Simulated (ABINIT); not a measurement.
# A GW chain in ABINIT: CdS (Hawleyite)

How does a plane-wave GW calculation on CdS (Hawleyite) run from the first input to the gap?

Main program and level: ABINIT 10.8.3; PBE and many-body steps on it, plane waves.

**The experiments to reproduce.**

- Gap 2.42 eV: optical gap from inflexion point of photoacoustic spectrum, as-grown film; photoacoustic spectroscopy; film (as-grown chemical bath deposited film, about 0.25 um thick, deposited at 80 C) (“Study of the band--gap shift in CdS films: Influence of thermal annealing in different atmospheres”, 1995, arxiv:cond-mat/9501125).

**1. Set-up**

It takes space group F-43m (No. 216, cubic). The conventional cell has a = 5.833 Å, b = 5.833 Å, c = 5.833 Å, α = 90.00°, β = 90.00°, γ = 90.00°. Nearest to Cd lie 4 S at 2.53 Å. Nearest to S lie 4 Cd at 2.53 Å. Farther neighbours, and contacts between anions beyond the nearest, are not listed.

The cell and positions come from the Crystallography Open Database and are kept as given unless a step says otherwise.

**2. Ground state**

This step: ABINIT 10.8.3; DFT, PBE, plane waves, norm-conserving pseudopotentials.

The ground-state density comes first.

Input file run.abi:

```
acell 3*1.0 Angstrom
rprim 
  -0.000000000000 2.916500000000 2.916500000000
  2.916500000000 -0.000000000000 2.916500000000
  2.916500000000 2.916500000000 -0.000000000000
ntypat 2
znucl 48 16
natom 2
typat 1 2
xred 
  0.000000000000 0.000000000000 0.000000000000
  0.250000000000 0.250000000000 0.250000000000
pp_dirpath "pseudos"
pseudos "Cd.upf, S.upf"
ecut 47
ngkpt 6 6 6
nshiftk 1
shiftk 0 0 0
kptopt 1
chksymbreak 0
nband 18
occopt 1
tolvrs 1e-10
nstep 60
prtwf 0
optforces 0
optstress 0
indata_prefix "in"
outdata_prefix "out"
tmpdata_prefix "tmp"
```

Launch:

```
$ OMP_NUM_THREADS=1 mpirun -n 8 abinit run.abi > log
```

Output:

```text
.Version 10.8.3 of ABINIT. v10.8.2 released Aug 2026.

 Symmetries : space group F-4 3 m (#216); Bravais cF (face-center cubic)
================================================================================
 Values of the parameters that define the memory need of the present run
     intxc =       0    ionmov =       0      iscf =       7    lmnmax =       6
     lnmax =       6     mgfft =      50  mpssoang =       3    mqgrid =    3001
     natom =       2  nloc_mem =       1    nspden =       1   nspinor =       1
    nsppol =       1      nsym =      24    n1xccc =    2501    ntypat =       2
    occopt =       1   xclevel =       2
-    mband =          18        mffmem =           1         mkmem =           2
       mpw =        5188          nfft =      125000          nkpt =          16
================================================================================
  Rough estimation (10% accuracy) of disk space for files :
================================================================================

--------------------------------------------------------------------------------
------------- Echo of variables that govern the present computation ------------
--------------------------------------------------------------------------------
 -outvars: echo values of preprocessed input variables --------
            acell      1.8897261259E+00  1.8897261259E+00  1.8897261259E+00 Bohr

      chksymbreak           0
             ecut      4.70000000E+01 Hartree
-          fftalg         312

              ixc     -101130
              kpt      0.00000000E+00  0.00000000E+00  0.00000000E+00
                       1.66666667E-01  0.00000000E+00  0.00000000E+00
                       3.33333333E-01  0.00000000E+00  0.00000000E+00
                       5.00000000E-01  0.00000000E+00  0.00000000E+00
                       1.66666667E-01  1.66666667E-01  0.00000000E+00
                       3.33333333E-01  1.66666667E-01  0.00000000E+00
                       5.00000000E-01  1.66666667E-01  0.00000000E+00
                      -3.33333333E-01  1.66666667E-01  0.00000000E+00
                      -1.66666667E-01  1.66666667E-01  0.00000000E+00
   [... 5 further rows ...]
                      -3.33333333E-01  3.33333333E-01  1.66666667E-01
                      -3.33333333E-01  5.00000000E-01  1.66666667E-01
         kptrlatt        6    0    0      0    6    0      0    0    6
          kptrlen      4.67656631E+01
P           mkmem           2
            natom           2
            nband          18
            ngfft          50      50      50
             nkpt          16
            nstep          60
             nsym          24
           ntypat           2
              occ      2.000000  2.000000  2.000000  2.000000  2.000000  2.000000
                       2.000000  2.000000  2.000000  2.000000  2.000000  2.000000
                       2.000000  0.000000  0.000000  0.000000  0.000000  0.000000
        optforces           0
        optstress           0
            prtwf           0
            rprim     -0.0000000000E+00  2.9165000000E+00  2.9165000000E+00
[...]
spgroup         216

           tolvrs      1.00000000E-10

             xred      0.0000000000E+00  0.0000000000E+00  0.0000000000E+00
[...]
znucl       48.00000   16.00000

================================================================================

 chkinp: Checking input parameters for consistency.

================================================================================
== DATASET  1 ==================================================================
-   mpi_nproc: 8, omp_nthreads: 1 (-1 if OMP is not activated)

--- !DatasetInfo
iteration_state: {dtset: 1, }
dimensions: {natom: 2, nkpt: 16, mband: 18, nsppol: 1, nspinor: 1, nspden: 1, mpw: 5188, }
cutoff_energies: {ecut:  47.0, pawecutdg:  -1.0, }
electrons: {nelect:   2.60000000E+01, charge:   0.00000000E+00, occopt:   1.00000000E+00, tsmear:   1.00000000E-02, }

 Real(R)+Recip(G) space primitive vectors, cartesian coordinates (Bohr,Bohr^-1):
 R(1)=  0.0000000  5.5113862  5.5113862  G(1)= -0.0907213  0.0907213  0.0907213
 R(2)=  5.5113862  0.0000000  5.5113862  G(2)=  0.0907213 -0.0907213  0.0907213
 R(3)=  5.5113862  5.5113862  0.0000000  G(3)=  0.0907213  0.0907213 -0.0907213
 Unit cell volume ucvol=  3.3482088E+02 bohr^3
 Angles (23,13,12)=  6.00000000E+01  6.00000000E+01  6.00000000E+01 degrees

 getcut: wavevector=  0.0000  0.0000  0.0000  ngfft=  50  50  50
         ecut(hartree)=     47.000   => boxcut(ratio)=   2.07948

--- Pseudopotential description ------------------------------------------------
- Cd Generated using ONCVPSP code by D. R. Hamann
- 48.00000  20.00000  171031                  znucl, zion, pspdat
12 -101130 2 -1 1368                          pspcod,pspxc,lmax,lloc,mmax
     nproj     2     2     2
  pspatm : epsatm=   23.16453630
         --- l  ekb(1:nproj) -->
[...]
pspatm: atomic psp has been read  and splines computed

- S Generated using ONCVPSP code by D. R. Hamann
- 16.00000   6.00000  171031                  znucl, zion, pspdat
12 -101130 2 -1 1146                          pspcod,pspxc,lmax,lloc,mmax
     nproj     2     2     2
  pspatm : epsatm=    9.01821529
         --- l  ekb(1:nproj) -->
[...]
2   -3.547662   -0.986524
 pspatm: atomic psp has been read  and splines computed

   8.36751541E+02                                ecore*ucvol(ha*bohr**3)
--------------------------------------------------------------------------------

_setup2: Arith. and geom. avg. npw (full set) are    5151.458    5151.430

================================================================================

--- !BeginCycle
iteration_state: {dtset: 1, }
solver: {iscf: 7, nstep: 60, nline: 4, wfoptalg: 0, }
tolerances: {tolvrs: 1.00E-10, }

     iter   Etot(hartree)      deltaE(h)  residm     vres2
 ETOT  1  -184.58109602512    -1.846E+02 2.197E+00 4.390E+03
 ETOT  2  -185.65086711536    -1.070E+00 3.839E-02 6.972E+03
 ETOT  3  -186.34144421193    -6.906E-01 5.803E-03 7.723E+02
 ETOT  4  -186.39720509171    -5.576E-02 2.096E-03 2.072E+02
 ETOT  5  -186.41732805768    -2.012E-02 6.205E-04 2.343E+00
 ETOT  6  -186.41755963703    -2.316E-04 2.448E-04 2.511E-02
 ETOT  7  -186.41756130017    -1.663E-06 3.384E-05 9.705E-03
 ETOT  8  -186.41756155447    -2.543E-07 3.870E-05 7.709E-03
 ETOT  9  -186.41756237534    -8.209E-07 1.732E-05 2.003E-05
 ETOT 10  -186.41756237783    -2.481E-09 4.463E-05 2.764E-07
 ETOT 11  -186.41756237784    -1.850E-11 2.006E-05 1.060E-08
 ETOT 12  -186.41756237785    -2.871E-12 4.702E-05 7.445E-10
 ETOT 13  -186.41756237785     1.393E-12 2.139E-05 4.140E-11

 At SCF step   13       vres2   =  4.14E-11 < tolvrs=  1.00E-10 =>converged.

--- !ResultsGS
iteration_state: {dtset: 1, }
comment   : Summary of ground state results
lattice_vectors:
- [ -0.0000000,   5.5113862,   5.5113862, ]
- [  5.5113862,  -0.0000000,   5.5113862, ]
- [  5.5113862,   5.5113862,  -0.0000000, ]
lattice_lengths: [   7.79428,    7.79428,    7.79428, ]
lattice_angles: [ 60.000,  60.000,  60.000, ] # degrees, (23, 13, 12)
lattice_volume:   3.3482088E+02
convergence: {deltae:  1.393E-12, res2:  4.140E-11, residm:  2.139E-05, diffor:  0.000E+00, }
etotal    :  -1.86417562E+02
entropy   :   0.00000000E+00
fermie    :   1.60449132E-01
cartesian_stress_tensor: null
pressure_GPa: null
xred      :
- [  0.0000E+00,   0.0000E+00,   0.0000E+00, Cd]
- [  2.5000E-01,   2.5000E-01,   2.5000E-01,  S]
cartesian_forces: null
force_length_stats: {min: null, max: null, mean: null, }

 Integrated electronic density in atomic spheres:
 ------------------------------------------------
 Atom  Sphere_radius  Integrated_density
    1        2.00000         17.17000095
    2        2.00000          3.93308081
================================================================================

 ----iterations are completed or convergence reached----

 Mean square residual over all n,k,spin=   83.764E-09; max=  21.389E-06
 reduced coordinates (array xred) for    2 atoms
       0.000000      0.000000      0.000000
       0.250000      0.250000      0.250000
 rms dE/dt=  0.0000E+00; max dE/dt=  0.0000E+00; dE/dt below (all hartree)
    1       0.000000      0.000000      0.000000
    2       0.000000      0.000000      0.000000

 cartesian coordinates (angstrom) at end:
    1      0.000000     0.000000     0.000000
    2      1.458250     1.458250     1.458250
 length scales=  1.889726  1.889726  1.889726 bohr
              =  1.000000  1.000000  1.000000 angstroms
 prteigrs : about to open file out_EIG
 Fermi (or HOMO) energy (hartree) =   0.16045   Average Vxc (hartree)=  -0.34390
 Eigenvalues (hartree) for nkpt=  16  k points:
 kpt#   1, nband= 18, wtk=  0.00463, kpt=  0.0000  0.0000  0.0000 (reduced coord)
  -3.56438   -2.13350   -2.13350   -2.13350   -0.29393   -0.12336   -0.12336   -0.12336
  -0.10576   -0.10576    0.16045    0.16045    0.16045    0.20252    0.40047    0.40047
   0.40047    0.58082
 prteigrs : prtvol=0 or 1, do not print more k-points.

--- !EnergyTerms
iteration_state     : {dtset: 1, }
comment             : Components of total free energy in Hartree
kinetic             :  6.539617E+01
hartree             :  6.517524E+01
xc                  : -2.742416E+01
Ewald energy        : -9.940623E+01
psp_core            :  2.499102E+00
local_psp           : -1.984064E+02
non_local_psp       :  5.748720E+00
total_energy        : -1.864176E+02
total_energy_eV     : -5.072680E+03
band_energy         : -2.106626E+01

== END DATASET(S) ==============================================================
================================================================================

 -outvars: echo values of variables after computation  --------
           etotal     -1.8641756238E+02
            nband          18
             nkpt          16
          spgroup         216
 [... the other variables as echoed above ...]

 Calculation completed.
```

It took 5.7 s on 8 MPI ranks of AMD EPYC 9R45, shared host; peak memory 0.76 GiB.

This step gave:

```yaml
total_energy: -5072.6803 eV
gap: 1.145 eV
k_of_the_valence_top: 0, 0, 0
k_of_the_conduction_bottom: 0, 0, 0
least_direct_gap: 1.145 eV
```

The gap is direct, at Γ.

**3. Bands along the symmetry lines**

Levels along a band path, at the cheap level, show where the edges lie and whether the meshes to come will hold them.

Input file run.abi:

```
acell 3*1.0 Angstrom
rprim 
  -0.000000000000 2.916500000000 2.916500000000
  2.916500000000 -0.000000000000 2.916500000000
  2.916500000000 2.916500000000 -0.000000000000
ntypat 2
znucl 48 16
natom 2
typat 1 2
xred 
  0.000000000000 0.000000000000 0.000000000000
  0.250000000000 0.250000000000 0.250000000000
pp_dirpath "pseudos"
pseudos "Cd.upf, S.upf"
ecut 47
iscf -2
irdden 1
kptopt 0
nkpt 50
kpt 
  0.00000000 0.00000000 0.00000000
  -0.06250000 -0.06250000 0.00000000
  -0.12500000 -0.12500000 0.00000000
  -0.18750000 -0.18750000 0.00000000
  -0.25000000 -0.25000000 0.00000000
  -0.31250000 -0.31250000 0.00000000
  -0.37500000 -0.37500000 0.00000000
  -0.43750000 -0.43750000 0.00000000
  -0.50000000 -0.50000000 0.00000000
  -0.48437500 -0.48437500 0.03125000
  -0.46875000 -0.46875000 0.06250000
  -0.45312500 -0.45312500 0.09375000
  -0.43750000 -0.43750000 0.12500000
  -0.42187500 -0.42187500 0.15625000
  -0.40625000 -0.40625000 0.18750000
  -0.39062500 -0.39062500 0.21875000
  -0.37500000 -0.37500000 0.25000000
  -0.37500000 0.00000000 0.37500000
  -0.32812500 0.00000000 0.32812500
  -0.28125000 0.00000000 0.28125000
  -0.23437500 0.00000000 0.23437500
  -0.18750000 0.00000000 0.18750000
  -0.14062500 0.00000000 0.14062500
  -0.09375000 0.00000000 0.09375000
  -0.04687500 0.00000000 0.04687500
  0.00000000 0.00000000 0.00000000
  0.00000000 0.00000000 0.06250000
  0.00000000 0.00000000 0.12500000
  0.00000000 0.00000000 0.18750000
  0.00000000 0.00000000 0.25000000
  0.00000000 0.00000000 0.31250000
  0.00000000 0.00000000 0.37500000
  0.00000000 0.00000000 0.43750000
  0.00000000 0.00000000 0.50000000
  -0.06250000 -0.03125000 0.46875000
  -0.12500000 -0.06250000 0.43750000
  -0.18750000 -0.09375000 0.40625000
  -0.25000000 -0.12500000 0.37500000
  -0.31250000 -0.15625000 0.34375000
  -0.37500000 -0.18750000 0.31250000
  -0.43750000 -0.21875000 0.28125000
  -0.50000000 -0.25000000 0.25000000
  -0.50000000 -0.28125000 0.21875000
  -0.50000000 -0.31250000 0.18750000
  -0.50000000 -0.34375000 0.15625000
  -0.50000000 -0.37500000 0.12500000
  -0.50000000 -0.40625000 0.09375000
  -0.50000000 -0.43750000 0.06250000
  -0.50000000 -0.46875000 0.03125000
  -0.50000000 -0.50000000 0.00000000
istwfk *1
nband 20
nbdbuf 2
tolwfr 1e-08
nstep 40
prtwf 0
prtvol 0
indata_prefix "in"
outdata_prefix "out"
tmpdata_prefix "tmp"
```

Output:

```text
.Version 10.8.3 of ABINIT. v10.8.2 released Aug 2026.

 Symmetries : space group F-4 3 m (#216); Bravais cF (face-center cubic)
[... echo of the input left out ...]
== DATASET  1 ==================================================================
-   mpi_nproc: 8, omp_nthreads: 1 (-1 if OMP is not activated)

--- !DatasetInfo
iteration_state: {dtset: 1, }
dimensions: {natom: 2, nkpt: 50, mband: 20, nsppol: 1, nspinor: 1, nspden: 1, mpw: 5180, }
cutoff_energies: {ecut:  47.0, pawecutdg:  -1.0, }
electrons: {nelect:   2.60000000E+01, charge:   0.00000000E+00, occopt:   1.00000000E+00, tsmear:   1.00000000E-02, }

 Real(R)+Recip(G) space primitive vectors, cartesian coordinates (Bohr,Bohr^-1):
 R(1)=  0.0000000  5.5113862  5.5113862  G(1)= -0.0907213  0.0907213  0.0907213
 R(2)=  5.5113862  0.0000000  5.5113862  G(2)=  0.0907213 -0.0907213  0.0907213
 R(3)=  5.5113862  5.5113862  0.0000000  G(3)=  0.0907213  0.0907213 -0.0907213
 Unit cell volume ucvol=  3.3482088E+02 bohr^3
 Angles (23,13,12)=  6.00000000E+01  6.00000000E+01  6.00000000E+01 degrees

 getcut: wavevector=  0.0000  0.0000  0.0000  ngfft=  50  50  50
         ecut(hartree)=     47.000   => boxcut(ratio)=   2.07948

--- Pseudopotential description ------------------------------------------------
- Cd Generated using ONCVPSP code by D. R. Hamann
- 48.00000  20.00000  171031                  znucl, zion, pspdat
12 -101130 2 -1 1368                          pspcod,pspxc,lmax,lloc,mmax
     nproj     2     2     2
  pspatm : epsatm=   23.16453630
         --- l  ekb(1:nproj) -->
             0   51.917189    3.534234
             1    8.636196    1.282240
             2    0.687672   -0.678465
 pspatm: atomic psp has been read  and splines computed

- S Generated using ONCVPSP code by D. R. Hamann
- 16.00000   6.00000  171031                  znucl, zion, pspdat
12 -101130 2 -1 1146                          pspcod,pspxc,lmax,lloc,mmax
     nproj     2     2     2
  pspatm : epsatm=    9.01821529
         --- l  ekb(1:nproj) -->
[...]
pspatm: atomic psp has been read  and splines computed

--------------------------------------------------------------------------------

================================================================================
 prteigrs : about to open file out_EIG
 Non-SCF case, kpt    1 (  0.00000  0.00000  0.00000), residuals and eigenvalues=
  2.71E-09  8.13E-10  6.41E-09  9.42E-09  9.50E-09  1.53E-09  2.58E-09  6.69E-09
  1.68E-09  7.04E-09  1.61E-09  3.16E-09  8.68E-09  4.34E-09  2.24E-09  2.33E-09
  3.32E-09  9.32E-09  1.44E-08  6.84E-09
 -3.5644E+00 -2.1335E+00 -2.1335E+00 -2.1335E+00 -2.9393E-01 -1.2336E-01
 -1.2336E-01 -1.2336E-01 -1.0576E-01 -1.0576E-01  1.6045E-01  1.6045E-01
  1.6045E-01  2.0252E-01  4.0047E-01  4.0047E-01  4.0047E-01  5.7871E-01
  5.7871E-01  5.8125E-01
 Non-SCF case, kpt    2 ( -0.06250 -0.06250  0.00000), residuals and eigenvalues=
[...]
8.63E-09  9.21E-09  5.08E-07  7.14E-09
[...]
5.7949E-01  5.9359E-01
 Non-SCF case, kpt    3 ( -0.12500 -0.12500  0.00000), residuals and eigenvalues=
[...]
9.82E-09  5.91E-09  7.00E-07  2.45E-05
[...]
5.8178E-01  6.2573E-01
[...]
Non-SCF case, kpt   49 ( -0.50000 -0.46875  0.03125), residuals and eigenvalues=
[...]
6.0945E-01  6.4764E-01
 Non-SCF case, kpt   50 ( -0.50000 -0.50000  0.00000), residuals and eigenvalues=
[...]
-1.1053E-01 -1.1053E-01 -1.0256E-01 -8.9412E-02  1.5419E-02  9.1543E-02
  9.1543E-02  2.9122E-01  3.2049E-01  4.9848E-01  5.5635E-01  5.5635E-01
  6.0497E-01  6.4777E-01

--- !ResultsGS
iteration_state: {dtset: 1, }
comment   : Summary of ground state results
lattice_vectors:
- [ -0.0000000,   5.5113862,   5.5113862, ]
- [  5.5113862,  -0.0000000,   5.5113862, ]
- [  5.5113862,   5.5113862,  -0.0000000, ]
lattice_lengths: [   7.79428,    7.79428,    7.79428, ]
lattice_angles: [ 60.000,  60.000,  60.000, ] # degrees, (23, 13, 12)
lattice_volume:   3.3482088E+02
convergence: {deltae:  0.000E+00, res2:  0.000E+00, residm:  9.999E-09, diffor:  0.000E+00, }
etotal    :  -1.86417562E+02
entropy   :   0.00000000E+00
fermie    :   1.60449132E-01
cartesian_stress_tensor: null
pressure_GPa: null
xred      :
- [  0.0000E+00,   0.0000E+00,   0.0000E+00, Cd]
- [  2.5000E-01,   2.5000E-01,   2.5000E-01,  S]
cartesian_forces: null
force_length_stats: {min: null, max: null, mean: null, }

 Integrated electronic density in atomic spheres:
 ------------------------------------------------
 Atom  Sphere_radius  Integrated_density
[...]
================================================================================

 ----iterations are completed or convergence reached----

 Mean square residual over all n,k,spin=   49.830E-10; max=  99.989E-10
 reduced coordinates (array xred) for    2 atoms
       0.000000      0.000000      0.000000
       0.250000      0.250000      0.250000

 cartesian coordinates (angstrom) at end:
[...]
length scales=  1.889726  1.889726  1.889726 bohr
              =  1.000000  1.000000  1.000000 angstroms
 prteigrs : about to open file out_EIG
 Eigenvalues (hartree) for nkpt=  50  k points:
 kpt#   1, nband= 20, wtk=  1.00000, kpt=  0.0000  0.0000  0.0000 (reduced coord)
[...]
kpt#   2, nband= 20, wtk=  1.00000, kpt= -0.0625 -0.0625  0.0000 (reduced coord)
[...]
kpt#   3, nband= 20, wtk=  1.00000, kpt= -0.1250 -0.1250  0.0000 (reduced coord)
[...]
kpt#  49, nband= 20, wtk=  1.00000, kpt= -0.5000 -0.4687  0.0313 (reduced coord)
[...]
0.54874    0.55682    0.60945    0.64764
 kpt#  50, nband= 20, wtk=  1.00000, kpt= -0.5000 -0.5000  0.0000 (reduced coord)
  -3.56438   -2.13353   -2.13352   -2.13352   -0.27338   -0.11552   -0.11053   -0.11053
  -0.10256   -0.08941    0.01542    0.09154    0.09154    0.29122    0.32049    0.49848
   0.55635    0.55635    0.60497    0.64777

== END DATASET(S) ==============================================================
================================================================================

 -outvars: echo values of variables after computation  --------
            nband          20
             nkpt          50
          spgroup         216
 [... the other variables as echoed above ...]

 Calculation completed.
```

Wall time 8.7 s (8 MPI ranks); peak memory 0.67 GiB; 68 s of CPU time.

Read from the output:

| Quantity | Value |
| --- | --- |
| gap | 1.145 eV |
| k of the valence top | 0, 0, 0 |
| k of the conduction bottom | 0, 0, 0 |
| least direct gap | 1.145 eV |

The gap is 1.145 eV, as in the run before at this level.

Electronic bands along the path, in eV, zero at the top of the highest filled band:

```
    point  band 10  band 11  band 12  band 13  band 14  band 15  band 16  band 17
        Γ    -7.24     0.00     0.00     0.00     1.14     6.53     6.53     6.53
  halfway    -7.20    -2.31    -1.02    -1.02     3.59     4.82     8.12     8.12
        X    -6.80    -3.95    -1.88    -1.88     3.56     4.35     9.20    10.77
  halfway    -6.74    -3.94    -2.15    -1.78     3.85     4.66     8.94    10.01
        U    -6.67    -3.93    -2.53    -1.52     4.24     5.45     8.48     9.01
jump to K    -6.67    -3.93    -2.53    -1.52     4.24     5.45     8.48     9.01
  halfway    -7.19    -2.75    -1.36    -0.42     3.61     6.10     6.75     7.27
        Γ    -7.24     0.00     0.00     0.00     1.14     6.53     6.53     6.53
  halfway    -7.24    -2.49    -0.40    -0.40     2.78     6.28     7.03     7.03
        L    -6.86    -4.39    -0.75    -0.75     3.01     7.00     7.00     7.46
  halfway    -6.75    -4.11    -1.93    -1.22     4.38     5.81     7.21     8.35
        W    -6.61    -3.89    -2.26    -2.18     5.42     5.43     7.23     8.04
  halfway    -6.70    -3.92    -2.08    -2.03     4.26     4.83     8.67     8.94
        X    -6.80    -3.95    -1.88    -1.88     3.56     4.35     9.20    10.77
```

(Part 1 of 2 ends here.)

[Long decimals in the printed logs are rounded to 6 places.]

[Logs are printed without paths, hosts, clocks, repeated set-up lines and the standing remarks that a program may print on its own settings, such as how far it seeks lower states.]

[Paths, hosts, dates, memory and timing lines, banners, echoed tables and standing remarks are left out of the program output; an Ansatz launch command may be rebuilt from the run's recorded settings. Measured values are a selection of at most five: reports struck by readers or far from the other reports are left out. None is set beside runs whose start may be inverted or whose files or cutoffs have a known fault.]

[Runs of the session that timed out or met a known fault of the program may be left out.]

[Hosts, paths, dates, database ids (printed as entryN), source tags and the programs' standing remarks are cut or masked in the printed files.]

[G0W0 gaps are taken among the corrected bands and points alone; a level outside them can change the order at an edge.]

[Where Ansatz stands beside ABINIT at settings called matched, ABINIT's density can come from a denser mesh and the files from another edition; pairs whose starting gaps differed by over 0.03 eV were left out, so agreement reads better than it is.]
